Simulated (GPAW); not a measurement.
# Near-edge structure at the O K edge of Sr2Ti2O5 (Cmmm), part 2 of 2

Wanted: the O K-edge spectrum of Sr2Ti2O5 (Cmmm), site by site, with its photon-energy scale.

GPAW 26.7.0; X-ray absorption from dipole matrix elements to empty bands, plane-wave PAW LDA.

So far. Step 4 (Spectrum without a core hole, O atom 6): Main maxima below 24 eV (height): 1.4 eV (1.93), 5.4 eV (2.18), 12.6 eV (1.17) and 18.3 eV (0.85). 

### Step 6. Spectrum with XCH, O atom 5

The holes are 6.8 Å apart. In GPAW the data set carries the hole's charge, so charge=0 means a charged cell and charge=-1 a neutral one. The excited electron is kept in the cell, where it fills the lowest empty states and screens the hole. After the field has converged, empty bands are computed with the density fixed and the dipole matrix elements are summed.

The input, xas.py:

```python
import numpy as np
from ase import Atoms
from ase.parallel import parprint, paropen
from gpaw import GPAW, PW, FermiDirac, Mixer, MixerDif, setup_paths
from gpaw.test import gen
setup_paths.insert(0, '.')
gen('O', name='fch1s', xcname='LDA', corehole=(1, 0, 1), write_xml=True)
from gpaw.mpi import world
world.barrier()

atoms = Atoms('Sr4Ti4O10',
    cell=[[3.90773, -3.975337, 3.940037],
     [3.90773, 3.975337, 3.940037],
     [-3.90773, 3.975337, 3.940037]],
    scaled_positions=[[0.746496, 0.753504, 0.5],
     [0.246496, 0.753504, 0],
     [0.253504, 0.246496, 0.5],
     [0.753504, 0.246496, 0],
     [0.25, 0.249601, 0.000399],
     [0.75, 0.249601, 0.500399],
     [0.25, 0.750399, 0.499601],
     [0.75, 0.750399, 0.999601],
     [0.25, 0, 0.25],
     [0.75, 0, 0.75],
     [0, 0.274803, 0.725197],
     [0.5, 0.274803, 0.225197],
     [0, 0.725197, 0.274803],
     [0.5, 0.725197, 0.774803],
     [0.5, 0, 0],
     [0, 0, 0.5],
     [0, 0.5, 0],
     [0.5, 0.5, 0.5]],
    pbc=True)
atoms.calc = calc = GPAW(legacy_gpaw=True, mode=PW(500), xc='LDA', setups={8: 'fch1s'},
    kpts={'size': (3, 3, 3), 'gamma': True}, occupations=FermiDirac(0.1),
    charge=-1, mixer=Mixer(0.1, 5, 50), maxiter=150,
    convergence={'density': 0.0001}, txt='scf.txt')
energy = atoms.get_potential_energy() + calc.get_reference_energy()
ef = calc.get_fermi_level()
out = dict(energy=energy, fermi=ef, forces=atoms.get_forces().tolist())
parprint(f'all-electron energy {energy:.4f} eV, Fermi level {ef:.4f} eV')
ev = np.array([[calc.get_eigenvalues(k, s) for k in range(len(calc.get_ibz_k_points()))] for s in range(calc.get_number_of_spins())])
out['homo'], out['lumo'], out['counts'] = ev[ev < ef].max(), ev[ev > ef].min(), sorted(set((ev < ef).sum((0, 2)).tolist()))
out['filled'] = (ev[:, 0] < ef).sum(1).tolist()

from ase.units import Ha
from gpaw.xas import dipole_matrix_elements
nb = int(calc.get_number_of_electrons() / 2) + 168
top, nb = nb, nb + 8 + nb // 12
nscf = calc.fixed_density(kpts={'size': (4, 4, 4), 'gamma': True}, nbands=nb,
    convergence={'bands': top, 'eigenstates': 1e-5}, maxiter=60, txt='nscf.txt')
cell = atoms.cell.array
ops = [cell.T @ U.T @ np.linalg.inv(cell.T) for U in nscf.wfs.kd.symmetry.op_scc]
E = np.arange(-6, 34, 0.1)
fwhm = np.interp(E, [4, 25], [0.9, 3.5])
Y, X, zero, highest = 0, 0, 1e9, 1e9
for spin in range(nscf.get_number_of_spins()):
    wfs = nscf.wfs
    A = dipole_matrix_elements(wfs.setups[8])
    eps = np.zeros((wfs.kd.nibzkpts, nb))
    d = np.zeros((3, A.shape[1], wfs.kd.nibzkpts, nb), complex)
    for kpt in wfs.kpt_u:
        if kpt.s == spin and 8 in kpt.P_ani:
            eps[kpt.k] = kpt.eps_n * Ha
            d[:, :, kpt.k] = (kpt.weight * wfs.nspins / 2) ** 0.5 * np.inner(A, kpt.P_ani[8])
    world.sum(eps)
    world.sum(d)
    T = np.einsum('amkn,bmkn->abkn', d, d.conj()).real
    T = sum(np.einsum('ai,ijkn,bj->abkn', R, T, R) for R in ops) / len(ops)
    empty = eps > ef
    zero, highest = min(zero, eps[empty].min()), min(highest, eps[:, top - 1].min())
    lines = [(eps, T, empty)] if spin == 0 else lines + [(eps, T, empty)]
for eps, T, empty in lines:
    f = np.einsum('aakn->akn', T).reshape(3, -1)
    x = eps.ravel() - zero
    w = np.interp(x, E, fwhm) / 2.35482
    g = np.exp(-0.5 * ((E[:, None] - x) / w) ** 2) / (w * (2 * np.pi) ** 0.5)
    Y = Y + (f * empty.ravel()) @ g.T
    X = X + (f * ~empty.ravel()) @ g.T
out.update(E=E.round(2).tolist(), xas=Y.tolist(), xes=X.tolist(), zero=zero, valid=highest - zero, nk=len(eps), nb=nb)
for i in range(0, len(E), 10):
    parprint(f'{E[i]:7.2f}', *(f'{v:10.3e}' for v in Y[:, i]))
import json
with paropen('out.json', 'w') as f:
    json.dump(out, f)
```

Started as:

```
OMP_NUM_THREADS=1 mpirun -n 4 gpaw python xas.py
```

Wall time 4.8 min (4 MPI ranks of Arm Neoverse V2, shared host); peak memory 0.62 GiB; 19 min of CPU time.

The O K spectrum, O atom 5, excited-electron core hole (neutral cell) (energy from the lowest empty level; intensity scaled to a mean of 1 over the first 20 eV; polarised curves are means over the symmetry-equivalent atoms):

```
E (eV)  isotropic  ε ∥ x  ε ∥ y  ε ∥ z
  -2.0       0.00   0.00   0.00   0.00
  -1.5       0.00   0.00   0.00   0.00
  -1.0       0.00   0.00   0.01   0.00
  -0.5       0.06   0.03   0.13   0.03
   0.0       0.44   0.21   0.66   0.46
   0.5       1.23   0.42   0.96   2.30
   1.0       1.41   0.44   1.02   2.76
   1.5       1.04   1.06   1.01   1.03
   2.0       1.26   2.91   0.47   0.40
   2.5       1.47   3.20   0.58   0.63
   3.0       1.44   1.84   1.15   1.33
   3.5       1.46   1.29   1.43   1.64
   4.0       1.61   1.44   1.56   1.84
   4.5       1.67   1.38   1.50   2.14
   5.0       1.60   1.13   1.81   1.86
   5.5       1.21   1.00   1.50   1.12
   6.0       0.83   0.93   0.93   0.62
   6.5       0.63   0.65   0.76   0.49
   7.0       0.59   0.30   0.87   0.60
   7.5       0.70   0.14   1.11   0.85
   8.0       0.79   0.13   1.18   1.07
   8.5       0.79   0.17   1.08   1.11
   9.0       0.75   0.28   0.94   1.02
   9.5       0.78   0.54   0.87   0.93
  10.0       0.93   1.03   0.90   0.87
  10.5       1.22   1.80   1.01   0.85
  11.0       1.55   2.67   1.12   0.85
  11.5       1.73   3.23   1.12   0.84
  12.0       1.63   3.12   0.98   0.79
  12.5       1.31   2.46   0.76   0.69
  13.0       0.93   1.69   0.54   0.55
  13.5       0.63   1.12   0.37   0.39
  14.0       0.44   0.79   0.27   0.28
  14.5       0.36   0.59   0.24   0.24
  15.0       0.35   0.48   0.29   0.27
  15.5       0.40   0.42   0.42   0.36
  16.0       0.50   0.42   0.60   0.48
  16.5       0.63   0.45   0.80   0.63
  17.0       0.75   0.47   0.97   0.80
  17.5       0.85   0.48   1.08   1.00
  18.0       0.93   0.46   1.14   1.18
  18.5       0.97   0.44   1.16   1.30
  19.0       0.97   0.41   1.16   1.33
  19.5       0.93   0.39   1.12   1.27
  20.0       0.86   0.37   1.06   1.14
  20.5       0.78   0.36   0.97   1.00
  21.0       0.70   0.35   0.87   0.86
  21.5       0.63   0.35   0.79   0.76
  22.0       0.59   0.35   0.72   0.69
  22.5       0.56   0.34   0.68   0.65
  23.0       0.54   0.34   0.64   0.63
  23.5       0.53   0.34   0.62   0.63
  24.0       0.53   0.34   0.61   0.64
  24.5       0.54   0.36   0.60   0.66
  25.0       0.56   0.40   0.60   0.67
  25.5       0.59   0.46   0.61   0.69
  26.0       0.62   0.53   0.62   0.72
  26.5       0.66   0.61   0.64   0.74
  27.0       0.70   0.69   0.65   0.76
  27.5       0.74   0.75   0.67   0.79
  28.0       0.77   0.80   0.68   0.82
  28.5       0.79   0.83   0.69   0.86
  29.0       0.82   0.84   0.70   0.92
  29.5       0.85   0.84   0.72   0.98
  30.0       0.87   0.84   0.76   1.03
  30.5       0.91   0.84   0.80   1.08
  31.0       0.94   0.87   0.87   1.10
  31.5       0.99   0.92   0.94   1.10
  32.0       1.04   1.02   1.00   1.09
```

Main maxima below 24 eV (height): 0.8 eV (1.48), 2.6 eV (1.48), 4.6 eV (1.67), 8.2 eV (0.80), 11.6 eV (1.73) and 18.8 eV (0.97). 

The total-energy difference is 534.62 eV. One term is added: -8.83 eV, since the hole is spin-paired here and a spin-polarised one costs that much less in the free atom (computed apart). The photon energy is then 525.79 eV. The functional leaves an error in such absolute values: in the free atom LDA prices this hole 4.1 eV below PBE (computed apart), and PBE is itself good to a few eV.

### Step 7. Spectrum with XCH, O atom 6

The holes are 6.8 Å apart. The excited electron is kept in the cell, where it fills the lowest empty states and screens the hole. After the field has converged, empty bands are computed with the density fixed and the dipole matrix elements are summed.

Edit xas.py of step 6 so:

```diff
@@ -33,3 +33,3 @@
     pbc=True)
-atoms.calc = calc = GPAW(legacy_gpaw=True, mode=PW(500), xc='LDA', setups={8: 'fch1s'},
+atoms.calc = calc = GPAW(legacy_gpaw=True, mode=PW(500), xc='LDA', setups={10: 'fch1s'},
     kpts={'size': (3, 3, 3), 'gamma': True}, occupations=FermiDirac(0.1),
@@ -58,3 +58,3 @@
     wfs = nscf.wfs
-    A = dipole_matrix_elements(wfs.setups[8])
+    A = dipole_matrix_elements(wfs.setups[10])
     eps = np.zeros((wfs.kd.nibzkpts, nb))
@@ -62,5 +62,5 @@
     for kpt in wfs.kpt_u:
-        if kpt.s == spin and 8 in kpt.P_ani:
+        if kpt.s == spin and 10 in kpt.P_ani:
             eps[kpt.k] = kpt.eps_n * Ha
-            d[:, :, kpt.k] = (kpt.weight * wfs.nspins / 2) ** 0.5 * np.inner(A, kpt.P_ani[8])
+            d[:, :, kpt.k] = (kpt.weight * wfs.nspins / 2) ** 0.5 * np.inner(A, kpt.P_ani[10])
     world.sum(eps)
```

The job ended after 4.9 min (4 MPI ranks; peak memory 0.63 GiB; 20 min of CPU time).

The O K spectrum, O atom 6, excited-electron core hole (neutral cell) (energy from the lowest empty level; intensity scaled to a mean of 1 over the first 20 eV; polarised curves are means over the symmetry-equivalent atoms):

```
E (eV)  isotropic  ε ∥ x  ε ∥ y  ε ∥ z
  -2.0       0.00   0.00   0.00   0.00
  -1.5       0.00   0.00   0.00   0.00
  -1.0       0.00   0.01   0.00   0.00
  -0.5       0.10   0.20   0.07   0.02
   0.0       0.59   1.24   0.45   0.09
   0.5       1.33   2.50   1.28   0.20
   1.0       1.58   2.40   2.07   0.28
   1.5       0.84   1.11   1.21   0.20
   2.0       0.46   0.54   0.29   0.55
   2.5       0.76   0.65   0.13   1.50
   3.0       1.25   1.09   0.35   2.31
   3.5       1.70   1.66   0.98   2.47
   4.0       2.20   1.71   1.80   3.09
   4.5       2.34   1.35   2.09   3.57
   5.0       1.83   1.37   1.89   2.21
   5.5       1.51   1.68   1.98   0.87
   6.0       1.17   1.45   1.71   0.36
   6.5       0.69   0.85   1.02   0.20
   7.0       0.47   0.56   0.71   0.15
   7.5       0.46   0.48   0.69   0.21
   8.0       0.51   0.41   0.70   0.40
   8.5       0.60   0.45   0.74   0.62
   9.0       0.73   0.57   0.76   0.86
   9.5       0.94   0.68   0.81   1.33
  10.0       1.18   0.72   0.86   1.96
  10.5       1.31   0.73   0.87   2.31
  11.0       1.27   0.80   0.87   2.15
  11.5       1.18   0.91   0.87   1.77
  12.0       1.11   1.00   0.85   1.49
  12.5       1.02   0.98   0.79   1.29
  13.0       0.87   0.84   0.69   1.08
  13.5       0.71   0.66   0.59   0.87
  14.0       0.59   0.50   0.53   0.73
  14.5       0.55   0.42   0.56   0.66
  15.0       0.57   0.40   0.67   0.65
  15.5       0.65   0.44   0.85   0.66
  16.0       0.75   0.52   1.04   0.67
  16.5       0.84   0.64   1.18   0.69
  17.0       0.90   0.78   1.21   0.70
  17.5       0.92   0.93   1.13   0.69
  18.0       0.91   1.06   1.00   0.66
  18.5       0.88   1.17   0.88   0.60
  19.0       0.84   1.21   0.80   0.52
  19.5       0.79   1.17   0.74   0.45
  20.0       0.72   1.07   0.71   0.39
  20.5       0.66   0.94   0.67   0.36
  21.0       0.60   0.83   0.64   0.34
  21.5       0.57   0.76   0.61   0.33
  22.0       0.55   0.73   0.58   0.34
  22.5       0.55   0.73   0.56   0.34
  23.0       0.55   0.76   0.54   0.36
  23.5       0.57   0.79   0.54   0.38
  24.0       0.59   0.82   0.56   0.41
  24.5       0.63   0.85   0.58   0.44
  25.0       0.66   0.88   0.61   0.49
  25.5       0.70   0.91   0.65   0.55
  26.0       0.74   0.92   0.68   0.61
  26.5       0.78   0.93   0.71   0.68
  27.0       0.81   0.92   0.75   0.75
  27.5       0.83   0.91   0.78   0.81
  28.0       0.86   0.89   0.82   0.86
  28.5       0.88   0.88   0.86   0.89
  29.0       0.90   0.87   0.92   0.92
  29.5       0.93   0.88   0.99   0.94
  30.0       0.97   0.88   1.05   0.97
  30.5       1.00   0.89   1.12   1.01
  31.0       1.04   0.89   1.16   1.06
  31.5       1.06   0.87   1.18   1.13
  32.0       1.07   0.84   1.17   1.21
```

Main maxima below 24 eV (height): 0.9 eV (1.62), 4.3 eV (2.38), 10.6 eV (1.31) and 17.6 eV (0.92). 

The total-energy difference is 534.59 eV. With the free-atom term of -8.83 eV for this edge, the photon energy is 525.76 eV.

### Step 8. Spectrum with XCH, O atom 8

The absorber has 2 Ti at 1.99 Å (linear, site symmetry 2/m).

Edit xas.py of step 7 so:

```diff
@@ -33,3 +33,3 @@
     pbc=True)
-atoms.calc = calc = GPAW(legacy_gpaw=True, mode=PW(500), xc='LDA', setups={10: 'fch1s'},
+atoms.calc = calc = GPAW(legacy_gpaw=True, mode=PW(500), xc='LDA', setups={14: 'fch1s'},
     kpts={'size': (3, 3, 3), 'gamma': True}, occupations=FermiDirac(0.1),
@@ -58,3 +58,3 @@
     wfs = nscf.wfs
-    A = dipole_matrix_elements(wfs.setups[10])
+    A = dipole_matrix_elements(wfs.setups[14])
     eps = np.zeros((wfs.kd.nibzkpts, nb))
@@ -62,5 +62,5 @@
     for kpt in wfs.kpt_u:
-        if kpt.s == spin and 10 in kpt.P_ani:
+        if kpt.s == spin and 14 in kpt.P_ani:
             eps[kpt.k] = kpt.eps_n * Ha
-            d[:, :, kpt.k] = (kpt.weight * wfs.nspins / 2) ** 0.5 * np.inner(A, kpt.P_ani[10])
+            d[:, :, kpt.k] = (kpt.weight * wfs.nspins / 2) ** 0.5 * np.inner(A, kpt.P_ani[14])
     world.sum(eps)
```

The job ended after 8.9 min (4 MPI ranks; peak memory 0.82 GiB; 36 min of CPU time).

The O K spectrum, O atom 8, excited-electron core hole (neutral cell) (energy from the lowest empty level; intensity scaled to a mean of 1 over the first 20 eV; polarised curves are means over the symmetry-equivalent atoms):

```
E (eV)  isotropic  ε ∥ x  ε ∥ y  ε ∥ z
  -2.0       0.00   0.00   0.00   0.00
  -1.5       0.00   0.00   0.00   0.00
  -1.0       0.01   0.01   0.00   0.00
  -0.5       0.11   0.26   0.01   0.07
   0.0       0.59   1.29   0.03   0.46
   0.5       1.05   1.84   0.07   1.25
   1.0       1.39   2.04   0.10   2.02
   1.5       0.96   1.45   0.19   1.23
   2.0       0.46   0.41   0.68   0.28
   2.5       0.66   0.37   1.50   0.12
   3.0       1.05   0.64   2.15   0.35
   3.5       1.59   1.10   2.70   0.97
   4.0       2.29   1.52   3.43   1.91
   4.5       2.29   1.29   3.34   2.24
   5.0       1.84   1.41   2.24   1.88
   5.5       1.54   1.81   0.94   1.87
   6.0       1.30   1.80   0.34   1.75
   6.5       0.85   1.26   0.16   1.13
   7.0       0.53   0.76   0.10   0.74
   7.5       0.45   0.51   0.15   0.68
   8.0       0.48   0.43   0.30   0.71
   8.5       0.57   0.47   0.50   0.74
   9.0       0.69   0.55   0.78   0.75
   9.5       0.87   0.61   1.23   0.77
  10.0       1.08   0.66   1.79   0.80
  10.5       1.24   0.74   2.17   0.81
  11.0       1.27   0.84   2.18   0.80
  11.5       1.22   0.91   1.95   0.79
  12.0       1.14   0.91   1.70   0.80
  12.5       1.03   0.84   1.46   0.77
  13.0       0.88   0.71   1.22   0.69
  13.5       0.73   0.57   1.03   0.59
  14.0       0.64   0.48   0.90   0.54
  14.5       0.62   0.46   0.80   0.59
  15.0       0.67   0.53   0.72   0.75
  15.5       0.76   0.68   0.68   0.93
  16.0       0.88   0.87   0.68   1.08
  16.5       0.96   1.07   0.69   1.13
  17.0       0.99   1.20   0.69   1.08
  17.5       0.97   1.25   0.66   1.00
  18.0       0.92   1.23   0.61   0.93
  18.5       0.86   1.16   0.54   0.88
  19.0       0.80   1.08   0.46   0.86
  19.5       0.74   0.98   0.40   0.83
  20.0       0.68   0.88   0.36   0.80
  20.5       0.62   0.78   0.34   0.76
  21.0       0.58   0.70   0.33   0.72
  21.5       0.55   0.65   0.33   0.68
  22.0       0.53   0.63   0.34   0.63
  22.5       0.52   0.62   0.35   0.59
  23.0       0.51   0.61   0.38   0.55
  23.5       0.52   0.62   0.40   0.52
  24.0       0.53   0.64   0.44   0.51
  24.5       0.55   0.66   0.48   0.51
  25.0       0.58   0.69   0.52   0.53
  25.5       0.61   0.72   0.57   0.56
  26.0       0.65   0.74   0.61   0.60
  26.5       0.69   0.76   0.66   0.65
  27.0       0.72   0.78   0.69   0.70
  27.5       0.76   0.80   0.72   0.75
  28.0       0.79   0.83   0.73   0.81
  28.5       0.83   0.87   0.74   0.87
  29.0       0.87   0.91   0.76   0.93
  29.5       0.91   0.94   0.78   1.00
  30.0       0.95   0.96   0.82   1.07
  30.5       0.99   0.97   0.88   1.12
  31.0       1.02   0.96   0.95   1.16
  31.5       1.05   0.93   1.03   1.18
  32.0       1.06   0.90   1.11   1.18
```

Main maxima below 24 eV (height): 1.1 eV (1.39), 4.2 eV (2.39), 10.9 eV (1.27) and 17.0 eV (0.99). 

The total-energy difference is 534.49 eV. With the free-atom term of -8.83 eV for this edge, the photon energy is 525.66 eV.

### Step 9. With and without the hole

Both curves are counted from their own zero, so only the shift of weight within the empty states shows.

```
E (eV)  no hole   XCH
  -2.0     0.00  0.00
  -1.0     0.01  0.00
   0.0     0.55  0.44
   1.0     1.57  1.41
   2.0     0.95  1.26
   3.0     1.12  1.44
   4.0     1.39  1.61
   5.0     1.66  1.60
   6.0     1.57  0.83
   7.0     0.74  0.59
   8.0     0.62  0.79
   9.0     0.87  0.75
  10.0     0.76  0.93
  11.0     0.95  1.55
  12.0     1.40  1.63
  13.0     1.49  0.93
  14.0     0.98  0.44
  15.0     0.53  0.35
  16.0     0.44  0.50
  17.0     0.54  0.75
  18.0     0.69  0.93
  19.0     0.81  0.97
  20.0     0.84  0.86
  21.0     0.76  0.70
  22.0     0.63  0.59
  23.0     0.52  0.54
  24.0     0.46  0.53
  25.0     0.44  0.56
  26.0     0.47  0.62
  27.0     0.52  0.70
  28.0     0.57  0.77
  29.0     0.59  0.82
  30.0     0.61  0.87
  31.0     0.67  0.94
  32.0     0.74  1.04
```

With each curve scaled to its own mean, the area from −2 to 6 eV with the hole is 8.2 against 8.2, and the centre of weight from −1 to 20 eV moves by +0.1 eV (first and strongest maxima below 20 eV: 1.3 eV (1.72), 3.6 eV (1.65) and 5.5 eV (1.92) without the hole, 0.8 eV (1.48), 4.6 eV (1.67) and 11.6 eV (1.73) with it); the shape changes all the same, by 32 % r.m.s.

### Step 10. The sites side by side

```
atom                                    surroundings  onset shift (eV)  energy of the highest intensity below 16 eV
   5      2 Ti at 1.95 Å (linear, site symmetry mmm)             +0.00                                         11.6
   6  2 Ti at 1.98 Å (bent, 169°, site symmetry 2mm)             -0.03                                          4.3
   8      2 Ti at 1.99 Å (linear, site symmetry 2/m)             -0.13                                          4.2
```

On one energy scale, from the first site's zero:

```
E (eV)  atom 5  atom 6  atom 8
  -2.0    0.00    0.00    0.00
  -1.0    0.00    0.01    0.01
   0.0    0.44    0.64    0.74
   1.0    1.41    1.56    1.38
   2.0    1.26    0.47    0.47
   3.0    1.44    1.28    1.16
   4.0    1.61    2.23    2.36
   5.0    1.60    1.80    1.74
   6.0    0.83    1.14    1.19
   7.0    0.59    0.47    0.50
   8.0    0.79    0.51    0.50
   9.0    0.75    0.74    0.73
  10.0    0.93    1.19    1.13
  11.0    1.55    1.27    1.26
  12.0    1.63    1.11    1.11
  13.0    0.93    0.86    0.84
  14.0    0.44    0.58    0.63
  15.0    0.35    0.58    0.69
  16.0    0.50    0.75    0.90
  17.0    0.75    0.90    0.99
  18.0    0.93    0.91    0.91
  19.0    0.97    0.84    0.78
  20.0    0.86    0.72    0.66
  21.0    0.70    0.60    0.57
  22.0    0.59    0.55    0.53
  23.0    0.54    0.55    0.51
  24.0    0.53    0.60    0.53
  25.0    0.56    0.66    0.59
  26.0    0.62    0.74    0.66
  27.0    0.70    0.81    0.73
  28.0    0.77    0.86    0.80
  29.0    0.82    0.91    0.88
  30.0    0.87    0.97    0.96
  31.0    0.94    1.04    1.03
```

### Step 11. What came out

```
absorber and edge                               : O K, atom 5 of the ground-state input (counted from 1)
surroundings                                    : 2 Ti at 1.95 Å (linear, site symmetry mmm)
highest intensity below 16 eV                   : 11.6 eV above the zero, height 1.73
photon energy of the zero, with the added terms : 525.8 eV (raw 534.6 eV; LDA puts this hole about 4 eV below PBE, itself good to a few eV)
```

In words: The O K edge of atom 5, with 2 Ti at 1.95 Å (linear, site symmetry mmm), has its highest intensity of the first 16 eV at 11.6 eV above the zero, near 537 eV in photon energy (LDA puts this hole about 4 eV below PBE, itself good to a few eV), 1.7 times the mean level of the first 20 eV (Gaussian full width 0.9 eV up to 4 eV, rising linearly to 3.5 eV at 25 eV). The O K spectra of the 3 sites differ in shape by up to 30 % r.m.s. after the best shift, and their zeros spread over 0.13 eV. With each curve scaled to its own mean, the area from −2 to 6 eV with the hole is 8.2 against 8.2, and the centre of weight from −1 to 20 eV moves by +0.1 eV (first and strongest maxima below 20 eV: 1.3 eV (1.72), 3.6 eV (1.65) and 5.5 eV (1.92) without the hole, 0.8 eV (1.48), 4.6 eV (1.67) and 11.6 eV (1.73) with it); the shape changes all the same, by 32 % r.m.s. At the O K edge of atom 5 polarisation matters most near 2.3 eV, where the curves differ by 3.0 on this scale. 1 further run of this session is left out of this account as redundant. The unit cell's mesh shows no gap over 0.35 eV. That is right for a metallic compound; for a small-gap or correlated insulator it would be the fault of the functional or of the assumed magnetic order, and the hole would be screened too well. The mesh is coarse (0.28 Å⁻¹ between points), so small maxima may be mesh ripples. The structure is a computed Materials Project entry and may be a hypothetical form.

[Logs are printed without paths, hosts, clocks, repeated set-up lines and the standing remarks that a program may print on its own settings, such as how far it seeks lower states.]

[Hosts, paths, dates, database ids (printed as entryN), source tags and the programs' standing remarks are cut or masked in the printed files.]

[Lists of maxima count a maximum above −3 eV only where it reaches 4 % of the highest in the window and stands out from its surroundings by 2 % of it (1.5 % where it reaches 55 %); shoulders and weaker maxima are passed over, and of the rest the first, up to two pre-edge ones and the few strongest are named.]
